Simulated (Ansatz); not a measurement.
# CaI2 monolayer (1T): phonons and vibrational spectra

Wanted: phonon frequencies of CaI2 monolayer (1T) and what follows from them.

Program: Ansatz 0.2.0. Level of theory: DFT LDA, scalar-relativistic, plane waves, PAW. Results are calculated unless marked as measured.

**1. The starting structure**

The cell holds 3 atoms: 1 Ca and 2 I. Its edges and angles: a = 4.450 Å, b = 4.450 Å, c = 20.000 Å, α = 90.0°, β = 90.0°, γ = 120.0°. Vacuum lies along c.

**2. Relaxation**

Harmonic phonons are second derivatives at a point where the forces vanish, and they are wanted at zero stress, so atoms and cell are relaxed first.

The program solves this slab on a cell height of its own, 30.4 Å, in place of the one typed.

The input, input.yaml:

```yaml
crystal:
  lattice:
    - [4.45, 0.0, 0.0]
    - [-2.225, 3.85381, 0.0]
    - [0.0, 0.0, 20.0]
  atoms:
    - { symbol: Ca, position: [0.0, 0.0, 0.5] }
    - { symbol: I, position: [0.333333, 0.666667, 0.5825] }
    - { symbol: I, position: [0.666667, 0.333333, 0.4175] }
  periodic: [true, true, false]
kpoints:
  mp_grid: { grid: [6, 6, 1] }
hamiltonian:
  xc: lda
scf:
  occupations: { method: gaussian, width: 0.02 }
output:
  forces: true
  stress: true
  eigenvalues: true
  write_density: true
  write_potential: true
  elf: true
  volumetric_format: npy
relax:
  adjacent_minimum: "off"
  f_tol: 0.005
  max_steps: 80
  cell: { stress_2d_tol: 0.02 }
```

Command:

```
> ansatz run input.yaml --threads 8 --pin off --max-ram 14336MiB --backend cpu --events-out ev --progress --plain --runs-dir out
```

Numbers of over 12 decimals in the logs are rounded to 6 here.

What it wrote:

```text
Warning: crystal.periodic: the lattice vector that does not repeat stood 0.000° off the slab's normal, 20.000 Å along it as the deck builds it. The run solves the slab on a vector along the normal, 30.400 Å long, with every atom where it was (on the deck's vector they left 16.70 Å outside them, and the widest stretch free of ions among them is 1.65 Å). A fractional position that the run reports is one of the run's ce [...]
Warning: the atoms were moved onto the symmetric positions of the space group found under crystal.symmetry.tolerance 1.0e-5 (fractional; no operation is sought that the atoms, as they stand in a round, miss by more than twice it, and no atom is moved by as much as it), and the run uses the moved positions. Before a round's move an operation carried an atom to 4.45e-6 Å from where it should land, the largest such dist [...]
crystal.periodic: the lattice vector that does not repeat stood 0.000° off the slab's normal, 20.000 Å along it as the deck builds it. The run solves the slab on a vector along the normal, 30.400 Å long, with every atom where it was (on the deck's vector they left 16.70 Å outside them, and the widest stretch free of ions among them is 1.65 Å). A fractional position that the run reports is one of the run's cell, which [...]
Engine: ansatz 0.2.0, aarch64-unknown-linux-gnu
Pseudopotentials: kind: paw
Pseudopotential: Ca, paw, valence charge 10, recommended cutoff 420 eV (normal), Ca.paw.azcp
Pseudopotential: I, paw, valence charge 17, recommended cutoff 420 eV (normal), I.paw.azcp
Functional definition: SPW92
  exchange = slater_x
  correlation = pw_c
Crystal: 3 atoms, lattice volume = 521.343 Å³
Basis set: ecut = 420 eV, 10247 PW (Γ)
Bands: 27, of which v1, the nominal top of the filled ones, is band 22 counted from 1 (21 counted from 0)
Symmetry: 12 space group operations
Space group: P-3m1 (ITA 164), of the structure as read, at distance tolerance 8.0e-5 Å
k-points: 7 of 36
Non-local potential: Ca, projectors of the file, l = 0: 3, l = 1: 2, l = 2: 2
Non-local potential: I, projectors of the file, l = 0: 2, l = 1: 2, l = 2: 2, l = 3: 2
PAW form: soft (Blöchl's): semilocal exchange-correlation on the pseudo side does not see the compensation charge
PAW frozen core: Ca, regenerated for the run's functional, and the local potential with it (the file was generated under x = pbe(κ = 0.804, μ = 0.219515), c = pbe(β = 0.066725))
PAW frozen core: I, regenerated for the run's functional, and the local potential with it (the file was generated under x = pbe(κ = 0.804, μ = 0.219515), c = pbe(β = 0.066725))
PAW one-centre angular grid: Ca, 110 points (default); XC on 64 Gauss nodes
PAW one-centre angular grid: I, 590 points (default); XC on 64 Gauss nodes
Initial density: superposition of atomic densities (neutral atoms: chi_scale 0, normalization atom), corrected by the library's trained network
Initial wavefunctions: pseudopotential atomic-orbital guess
Functional: x = slater, c = lda
SCF iter   1: F=—  HF=-16489.125769 eV  |F-HF|=—  |Δ(HF+E_count)|=         —  Δρ=2.00e-3  dr2=1.13e-2  ethr=1.77e-3  ⟨swp⟩=22.7  Hψ=1868  notcnv=0
preconditioner: auto → Resta (q_TF=auto, 1.807 Å⁻¹)  ε∞=1.5  [insulator: Δε(μ)=3.774 eV  Ē_g=8.865 eV  σ=0.020 eV  W_gap=1.00  n_scr=58 (ndim 8)  ℏωp=6.5 eV  f_vac=0.765  D(μ)=0.00/eV (n_scr^D=0)  ε∞_Penn≈1.5  vacuum switching on, ρ_ref=5.7e-3 e/Å³]
SCF iter   2: F=—  HF=-16489.124490 eV  |F-HF|=—  |Δ(HF+E_count)|=   1.28e-3  Δρ=1.03e-3  dr2=2.41e-3  ethr=2.56e-5  ⟨swp⟩=4.7  Hψ=455  notcnv=0  defer=7
SCF iter   3: F=—  HF=-16489.124856 eV  |F-HF|=—  |Δ(HF+E_count)|=   3.66e-4  Δρ=2.65e-4  dr2=8.23e-4  ethr=5.48e-6  ⟨swp⟩=3.3  Hψ=354  notcnv=0  defer=7
SCF iter   4: F=—  HF=-16489.124691 eV  |F-HF|=—  |Δ(HF+E_count)|=   1.64e-4  Δρ=4.65e-5  dr2=1.18e-5  ethr=1.87e-6  ⟨swp⟩=3.0  Hψ=318  notcnv=0  defer=7
SCF iter   5: F=—  HF=-16489.124833 eV  |F-HF|=—  |Δ(HF+E_count)|=   1.42e-4  Δρ=1.63e-5  dr2=8.73e-7  ethr=2.68e-8  ⟨swp⟩=3.6  Hψ=386  notcnv=0  defer=7
iter 6 did not close the SCF: its close was put off until two iterations running show no level that it waits for move by more than its bar (scf_convergence_deferred on its scf_iter line)
SCF iter   6: F=-16489.124833 eV  HF=-16489.124833 eV  |F-HF|=6.37e-8  |Δ(HF+E_count)|=   8.06e-8  Δρ=3.48e-6  dr2=3.82e-8  ethr=2.27e-10  ⟨swp⟩=23.9  Hψ=1843  notcnv=0
iter 7 did not close the SCF: its close was put off until two iterations running show no level that it waits for move by more than its bar (scf_convergence_deferred on its scf_iter line)
SCF iter   7: F=-16489.124833 eV  HF=-16489.124833 eV  |F-HF|=1.34e-9  |Δ(HF+E_count)|=   6.66e-8  Δρ=8.91e-7  dr2=2.53e-9  ethr=8.68e-11  ⟨swp⟩=8.4  Hψ=1190  notcnv=0
SCF iter   8: F=-16489.124833 eV  HF=-16489.124833 eV  |F-HF|=1.24e-10  |Δ(HF+E_count)|=   1.99e-9  Δρ=1.80e-7  dr2=2.28e-10  ethr=5.74e-12  ⟨swp⟩=7.4  Hψ=1119  notcnv=0
SCF 1 converged in 8 iterations: F = -16489.124833 eV  dr2 = 2.28e-10
  greatest PAW one-centre occupation: 1.000 electrons in one spin orbital (limit 2), on the I atom at site 2 (counted from 0), in its partial waves of l = 2
relax step   1: F+E_penalty+E_count = -16489.12483324 eV  Δ(F+E_penalty+E_count) = +0.000e0 eV  max|allowed force component| = 1.921e-1 eV/Å  Δτ_max = 0.0000 Å  P = -0.121 N/m  Ω = 521.343 Å³  fix = [c, alpha, beta]  reactions: c -0.000 N/m  (8 SCF iters, dr2 threshold 1.00e-7 eV, accepted)
Crystal: 3 atoms, lattice volume = 512.505 Å³
Basis set: ecut = 420 eV, 10091 PW (Γ)
Initial density: handed on by an earlier stage of this run
Initial wavefunctions: those handed on with the density
iter 1 solved again at ethr=3.57e-5 eV; its pass at ethr=3.10e-3 eV (dr2=1.57e-2 eV) is discarded
SCF iter   1: F=—  HF=-16489.144393 eV  |F-HF|=—  |Δ(HF+E_count)|=         —  Δρ=1.21e-3  dr2=1.42e-2  ethr=3.57e-5  ⟨swp⟩=3.3  Hψ=1464  notcnv=0
preconditioner: auto → Resta (q_TF=auto, 1.812 Å⁻¹)  ε∞=1.5  [insulator: Δε(μ)=3.704 eV  Ē_g=8.873 eV  σ=0.020 eV  W_gap=1.00  n_scr=58 (ndim 8)  ℏωp=6.6 eV  f_vac=0.757  D(μ)=0.00/eV (n_scr^D=0)  ε∞_Penn≈1.5  vacuum switching on, ρ_ref=5.7e-3 e/Å³]
SCF iter   2: F=—  HF=-16489.141157 eV  |F-HF|=—  |Δ(HF+E_count)|=   3.24e-3  Δρ=6.05e-4  dr2=2.00e-3  ethr=3.22e-5  ⟨swp⟩=4.0  Hψ=337  notcnv=0
SCF iter   3: F=—  HF=-16489.140697 eV  |F-HF|=—  |Δ(HF+E_count)|=   4.60e-4  Δρ=3.05e-4  dr2=3.34e-4  ethr=4.55e-6  ⟨swp⟩=4.0  Hψ=441  notcnv=0
SCF iter   4: F=—  HF=-16489.140647 eV  |F-HF|=—  |Δ(HF+E_count)|=   4.97e-5  Δρ=1.07e-4  dr2=4.05e-5  ethr=7.60e-7  ⟨swp⟩=2.1  Hψ=234  notcnv=0
[...]
relax step   2: F+E_penalty+E_count = -16489.14078019 eV  Δ(F+E_penalty+E_count) = -1.595e-2 eV  max|allowed force component| = 9.092e-2 eV/Å  Δτ_max = 0.0944 Å  P = -0.550 N/m  Ω = 512.505 Å³  energy of the carried Pulay correction = +2.760e-4 eV  fix = [c, alpha, beta]  reactions: c -0.000 N/m  (6 SCF iters, dr2 threshold 3.00e-7 eV, accepted)
Crystal: 3 atoms, lattice volume = 508.403 Å³
Basis set: ecut = 420 eV, 10007 PW (Γ)
iter 1 solved again at ethr=1.87e-6 eV; its pass at ethr=3.10e-3 eV (dr2=8.22e-4 eV) is discarded
SCF iter   1: F=—  HF=-16489.145630 eV  |F-HF|=—  |Δ(HF+E_count)|=         —  Δρ=2.00e-4  dr2=1.10e-3  ethr=1.87e-6  ⟨swp⟩=3.1  Hψ=1357  notcnv=0
preconditioner: auto → Resta (q_TF=auto, 1.815 Å⁻¹)  ε∞=1.6  [insulator: Δε(μ)=3.610 eV  Ē_g=8.830 eV  σ=0.020 eV  W_gap=1.00  n_scr=58 (ndim 8)  ℏωp=6.6 eV  f_vac=0.758  D(μ)=0.00/eV (n_scr^D=0)  ε∞_Penn≈1.6  vacuum switching on, ρ_ref=5.7e-3 e/Å³]
SCF iter   2: F=—  HF=-16489.145374 eV  |F-HF|=—  |Δ(HF+E_count)|=   2.56e-4  Δρ=1.06e-4  dr2=1.45e-4  ethr=1.87e-6  ⟨swp⟩=3.9  Hψ=422  notcnv=0
SCF iter   3: F=—  HF=-16489.145478 eV  |F-HF|=—  |Δ(HF+E_count)|=   1.04e-4  Δρ=3.57e-5  dr2=7.95e-6  ethr=3.28e-7  ⟨swp⟩=3.7  Hψ=375  notcnv=0
SCF iter   4: F=—  HF=-16489.145476 eV  |F-HF|=—  |Δ(HF+E_count)|=   1.44e-6  Δρ=6.66e-6  dr2=3.02e-7  ethr=1.81e-8  ⟨swp⟩=2.4  Hψ=264  notcnv=0
SCF iter   5: F=-16489.145476 eV  HF=-16489.145476 eV  |F-HF|=1.88e-9  |Δ(HF+E_count)|=   3.86e-9  Δρ=1.41e-6  dr2=1.26e-8  ethr=6.82e-10  ⟨swp⟩=17.0  Hψ=1724  notcnv=0
SCF 3 converged in 5 iterations: F = -16489.145476 eV  dr2 = 1.26e-8
relax step   3: F+E_penalty+E_count = -16489.14547617 eV  Δ(F+E_penalty+E_count) = -4.696e-3 eV  max|allowed force component| = 3.437e-2 eV/Å  Δτ_max = 0.0064 Å  P = -0.342 N/m  Ω = 508.403 Å³  energy of the carried Pulay correction = +4.057e-4 eV  fix = [c, alpha, beta]  reactions: c -0.000 N/m  (5 SCF iters, dr2 threshold 3.00e-7 eV, accepted)
[...]
relax step   4: F+E_penalty+E_count = -16489.14920819 eV  Δ(F+E_penalty+E_count) = -3.732e-3 eV  max|allowed force component| = 1.188e-2 eV/Å  Δτ_max = 0.0104 Å  P = +0.004 N/m  Ω = 498.080 Å³  energy of the carried Pulay correction = +7.367e-4 eV  fix = [c, alpha, beta]  reactions: c +0.000 N/m  (5 SCF iters, dr2 threshold 1.65e-7 eV, accepted)
[...]
relax step   5: F+E_penalty+E_count = -16489.14928333 eV  Δ(F+E_penalty+E_count) = -7.515e-5 eV  max|allowed force component| = 1.091e-3 eV/Å  Δτ_max = 0.0048 Å  P = -0.006 N/m  Ω = 497.396 Å³  energy of the carried Pulay correction = +7.589e-4 eV  fix = [c, alpha, beta]  reactions: c -0.000 N/m  (5 SCF iters, dr2 threshold 8.83e-9 eV, accepted)
Initial wavefunctions: pseudopotential atomic-orbital guess (no wavefunctions were taken with the density)
iter 1 solved again at ethr=2.50e-7 eV; its pass at ethr=3.10e-3 eV (dr2=1.10e-4 eV) is discarded
SCF iter   1: F=—  HF=-16489.148370 eV  |F-HF|=—  |Δ(HF+E_count)|=         —  Δρ=1.96e-5  dr2=3.14e-7  ethr=2.50e-7  ⟨swp⟩=7.0  Hψ=2580  notcnv=0
preconditioner: auto → Resta (q_TF=auto, 1.821 Å⁻¹)  ε∞=1.6  [insulator: Δε(μ)=3.544 eV  Ē_g=8.900 eV  σ=0.020 eV  W_gap=1.00  n_scr=58 (ndim 8)  ℏωp=6.7 eV  f_vac=0.757  D(μ)=0.00/eV (n_scr^D=0)  ε∞_Penn≈1.6  vacuum switching on, ρ_ref=5.7e-3 e/Å³]
SCF iter   2: F=—  HF=-16489.148509 eV  |F-HF|=—  |Δ(HF+E_count)|=   1.40e-4  Δρ=9.07e-6  dr2=6.78e-8  ethr=7.14e-10  ⟨swp⟩=2.9  Hψ=364  notcnv=0
SCF iter   3: F=—  HF=-16489.148510 eV  |F-HF|=—  |Δ(HF+E_count)|=   9.28e-9  Δρ=1.45e-6  dr2=1.11e-8  ethr=1.54e-10  ⟨swp⟩=2.9  Hψ=359  notcnv=0
SCF iter   4: F=—  HF=-16489.148510 eV  |F-HF|=—  |Δ(HF+E_count)|=   1.45e-9  Δρ=5.40e-7  dr2=1.85e-9  ethr=2.53e-11  ⟨swp⟩=4.0  Hψ=417  notcnv=0
SCF iter   5: F=—  HF=-16489.148510 eV  |F-HF|=—  |Δ(HF+E_count)|=  3.71e-10  Δρ=1.58e-7  dr2=7.46e-11  ethr=4.20e-12  ⟨swp⟩=3.6  Hψ=381  notcnv=0
SCF iter   6: F=—  HF=-16489.148510 eV  |F-HF|=—  |Δ(HF+E_count)|=  2.18e-11  Δρ=2.50e-8  dr2=2.97e-12  ethr=1.00e-12  ⟨swp⟩=1.4  Hψ=200  notcnv=0
SCF iter   7: F=-16489.148510 eV  HF=-16489.148510 eV  |F-HF|=3.64e-12  |Δ(HF+E_count)|=  3.64e-12  Δρ=6.38e-9  dr2=4.42e-13  ethr=1.00e-12  ⟨swp⟩=10.9  Hψ=1045  notcnv=0
SCF 6 converged in 7 iterations: F = -16489.148510 eV  dr2 = 4.42e-13
relax step   6: F+E_penalty+E_count = -16489.14850951 eV  Δ(F+E_penalty+E_count) = +7.738e-4 eV  max|allowed force component| = 1.066e-3 eV/Å  Δτ_max = 0.0000 Å  P = -0.007 N/m  Ω = 497.396 Å³  fix = [c, alpha, beta]  reactions: c -0.000 N/m  stress off target by 6.55e-3 N/m on what of the cell is left free  SCF on the basis re-selected at this cell (its energy is not comparable with the rows above)  (7 SCF iters)
basis re-selected at this cell: Δ(F+E_penalty+E_count) = +7.738e-4 eV, ΔP = -0.000 N/m vs the last step (what re-selecting the basis moved, of the pressure what is left beyond the Pulay correction that the steps carried, after the strain that the cell walked since its last selection, with what the two solves' SCF thresholds leave and, on support functions, any second-order correction that the steps lacked; it is no m [...]
WARN: The output density's exchange-correlation potential varies sharply where the density is thin. Do not read a vacuum level from v_tot or v_xc, or from such a field of the output density. On a cell that repeats whose density bears no net charge and no dipole along the vacuum's axis use v_es (v_loc + v_h of the components); under efield.dipole_correction with no amplitude use v_es + v_field, which holds any externa [...]
SCF converged after 7 iterations
Free energy (F): -16489.148510 eV
Harris-Foulkes:  -16489.148510 eV  (|F-HF|=3.64e-12)
Internal energy: -16489.148510 eV  (E = F + TS)
E sigma→0 (E₀):  -16489.148510 eV
Fermi energy:    -4.964138 eV
--- Per-component energies (eV) ---
  E_band       = -1420.975232
  E_kinetic    = 658.311809
  E_local      = -66154.117699  (includes V_loc(G=0)·N_el)
  E_nonlocal   = -103.549122
  E_hartree    = 32756.929830
  E_xc         = -390.540398
  E_vxc        = -428.299635  (∫ρ·V_xc dr)
  E_paw        = -10137.228752  (= ΣΔE_a)
  E_vpaw       = -907.180339  (= ΣTr[D̂ρ^β])
  E_aug_tail   = 0.000100  (compensation charges beyond the density's cutoff)
  E_ewald      = 26879.200127
  E_core_change = 1.845596  (= ΣΔE_core)
  E_smearing   = -0.000000  (= −TS)
  E_closure    = 0.000000  (closes the sum)
  Σ components = -16489.148510   (vs F -16489.148510, Δ=0.00e0)
--- Forces (eV/Å), atoms counted from 1 ---
  atom   1  Ca     0.00000000    -0.00000000     0.00000000
  atom   2  I      0.00000000    -0.00000000    -0.00106617
  atom   3  I     -0.00000000     0.00000000     0.00106617
  max |Σ_I F_I| component: 4.41e-24 eV/Å
--- 2D stress c σ (N/m, compression-positive) ---
       -0.006554       0.000000      -0.000000
        0.000000      -0.006554      -0.000000
       -0.000000      -0.000000      -0.000000
  P = ½ c Tr σ = -0.0066 N/m
--- Band table (eV; the first three rows and the last of 7) ---
  k-point 0: bands = [... 18 lower, -7.4783, -7.2936, -6.7363, -6.7363, -2.3272, -2.2475, -2.2475, -1.8821, ... 1 higher]
  k-point 1: bands = [... 18 lower, -7.5087, -7.4663, -7.1040, -6.9394, -2.5681, -1.9371, -1.9254, -1.5086, ... 1 higher]
  k-point 2: bands = [... 18 lower, -8.0427, -7.5609, -7.3102, -7.2947, -3.0162, -1.5366, -1.3876, -1.0025, ... 1 higher]
  k-point 6: bands = [... 18 lower, -8.6307, -8.0224, -7.6451, -7.6451, -1.9174, -1.7338, -1.7338, -0.6910, ... 1 higher]
--- Relaxed structure (5 steps of the walk, 5 accepted, 1 SCFs on fresh bases) ---
  F+E_penalty+E_count = -16489.14850951 eV   max|allowed force component| = 1.066e-3 eV/Å   (the final SCF, on the basis selected at the relaxed cell)
  cell:  # Å, volume = 497.3960 Å³
    - [4.346594, 0.0, 0]
    - [-2.173297, 3.764260, 0]
    - [0, 0, 30.400000]
  atoms:
    - { symbol: Ca, position: [0, 0, 0.328947] }
    - { symbol: I, position: [0.333333, 0.666667, 0.386618] }
    - { symbol: I, position: [0.666667, 0.333333, 0.271277] }
```

Run time: 6.4 s. Hardware: 8 threads of Arm Neoverse V2, shared host; peak memory 0.85 GiB; 44 s of CPU time.

The steps of the relaxation:

```csv
step,energy less that of the first step (eV),largest force component (eV/Å),volume (Å³)
1,0.0000,0.1921,521.34
2,-0.0159,0.0909,512.51
3,-0.0206,0.0344,508.40
4,-0.0244,0.0119,498.08
5,-0.0244,0.0011,497.40
6*,-0.0237,0.0011,497.40
```

Relaxation steps marked * repeat the geometry before them on a plane-wave basis chosen anew for their cell, so energy and pressure can jump there.

The run keeps the 12 symmetry operations that it works with, so distortions that break them were not tested.

```csv
cell as run,before,after,change
a (Å),4.450,4.347,-2.3 %
b (Å),4.450,4.347,-2.3 %
```

The atoms that moved most (Å, along periodic axes as changes of fractional coordinates times the final cell, across vacuum about the mean position):

```csv
atom,dx,dy,dz,length
I2,0.000,0.000,0.103,0.103
I3,0.000,0.000,-0.103,0.103
```

The relaxed structure:

```cif
data_structure
_symmetry_space_group_name_H-M 'P 1'
_symmetry_Int_Tables_number 1
_cell_length_a 4.3466
_cell_length_b 4.3466
_cell_length_c 30.4000
_cell_angle_alpha 90.000
_cell_angle_beta 90.000
_cell_angle_gamma 120.000
_cell_volume 497.40
loop_
_atom_site_label
_atom_site_type_symbol
_atom_site_fract_x
_atom_site_fract_y
_atom_site_fract_z
_atom_site_occupancy
Ca1 Ca 0.00000 0.00000 0.32895 1
I2 I 0.33333 0.66667 0.38662 1
I3 I 0.66667 0.33333 0.27128 1
```

Numbers from this step:

* gap on the k-mesh: 3.544 eV
* direct gap on mesh: 4.279 eV
* area per atom: 5.454 Å²

Valence density in the ac plane at fractional y = 0.333, with atoms of I within 0.2 Å of it. It is the smooth field of the valence electrons, not physical close to the nuclei.

Ten steps, logarithmic in the rise over the least value, from '_' (0 e/Å³) to '@' (12 e/Å³), each cell a mean:
```
____________________________
____________________________
____________________________
____________________________
____________________________
____________________________
____________________________
____________________________
____________________________
____________________________
____________________________
____________________________
____________________________
____________________________
::::::::::....____________..
....::......______________..
............::--======--::..
..______..::--**%%@@@@##==--
____________..::::::::::..__
____________________________
____________________________
____________________________
____________________________
____________________________
```
Columns run along a (4.3 Å), rows up along c (30.4 Å). Atoms in or near the plane, at fractional coordinates: I at (0.67, 0.27).

Electrostatic potential energy in the ac plane at fractional y = 0.333, with atoms of I within 0.2 Å of it. With pseudopotentials it is smooth inside the atoms' cores, unlike the true potential.

Values in eV, 24 rows by 14 columns, each cell a mean:
```
 0.0  0.0  0.0  0.0  0.0  0.0  0.0  0.0  0.0  0.0  0.0  0.0  0.0  0.0
 0.0  0.0  0.0  0.0  0.0  0.0  0.0  0.0  0.0  0.0  0.0  0.0  0.0  0.0
 0.0  0.0  0.0  0.0  0.0  0.0  0.0  0.0  0.0  0.0  0.0  0.0  0.0  0.0
 0.0  0.0  0.0  0.0  0.0  0.0  0.0  0.0  0.0  0.0  0.0  0.0  0.0  0.0
 0.0  0.0  0.0  0.0  0.0  0.0  0.0  0.0  0.0  0.0  0.0  0.0  0.0  0.0
 0.0  0.0  0.0  0.0  0.0  0.0  0.0  0.0  0.0  0.0  0.0  0.0  0.0  0.0
 0.0  0.0  0.0  0.0  0.0  0.0  0.0  0.0  0.0  0.0  0.0  0.0  0.0  0.0
 0.0  0.0  0.0  0.0  0.0  0.0  0.0  0.0  0.0  0.0  0.0  0.0  0.0  0.0
 0.0  0.0  0.0  0.0  0.0  0.0  0.0  0.0  0.0  0.0  0.0  0.0  0.0  0.0
 0.0  0.0  0.0  0.0  0.0  0.0  0.0  0.0  0.0  0.0  0.0  0.0  0.0  0.0
 0.0  0.0  0.0  0.0  0.0  0.0  0.0  0.0  0.0  0.0  0.0  0.0  0.0  0.0
 0.0  0.0  0.0  0.0  0.0  0.0  0.0  0.0  0.0  0.0  0.0  0.0  0.0  0.0
 0.0  0.0  0.0  0.0  0.0  0.0  0.0  0.0  0.0  0.0  0.0  0.0  0.0  0.0
-0.6 -0.8 -1.0 -0.9 -0.7 -0.5 -0.3 -0.2 -0.1 -0.1 -0.1 -0.2 -0.3 -0.4
-3.7 -5.3 -6.4 -5.9 -4.4 -2.7 -1.6 -0.9 -0.6 -0.5 -0.5 -0.7 -1.3 -2.1
-4.8 -6.0 -6.7 -6.3 -5.2 -3.8 -2.7 -1.9 -1.5 -1.4 -1.5 -1.8 -2.5 -3.4
-4.8 -5.5 -5.9 -5.6 -4.9 -4.6 -5.1 -5.8 -6.1 -6.2 -6.2 -5.9 -5.4 -4.7
-3.0 -1.8 -1.4 -1.6 -2.5 -5.6 -8.0 -8.1 -5.3 -2.7 -4.3 -8.0 -8.1 -6.9
-0.6 -0.3 -0.2 -0.3 -0.5 -1.1 -2.2 -3.6 -4.3 -4.6 -4.4 -3.9 -2.7 -1.4
 0.0  0.0  0.0  0.0  0.0  0.0  0.0 -0.1 -0.1 -0.1 -0.1 -0.1 -0.1  0.0
 0.0  0.0  0.0  0.0  0.0  0.0  0.0  0.0  0.0  0.0  0.0  0.0  0.0  0.0
 0.0  0.0  0.0  0.0  0.0  0.0  0.0  0.0  0.0  0.0  0.0  0.0  0.0  0.0
 0.0  0.0  0.0  0.0  0.0  0.0  0.0  0.0  0.0  0.0  0.0  0.0  0.0  0.0
 0.0  0.0  0.0  0.0  0.0  0.0  0.0  0.0  0.0  0.0  0.0  0.0  0.0  0.0
```
Columns run along a (4.3 Å; values clipped at the 3rd and 97th percentile), rows up along c (30.4 Å). Atoms in or near the plane, at fractional coordinates: I at (0.67, 0.27).

(Part 1 of 3 ends here.)

[Logs are printed without paths, hosts, clocks, repeated set-up lines and the standing remarks that a program may print on its own settings, such as how far it seeks lower states.]

[Hosts, paths, dates, database ids (printed as entryN), source tags and the programs' standing remarks are cut or masked in the printed files.]
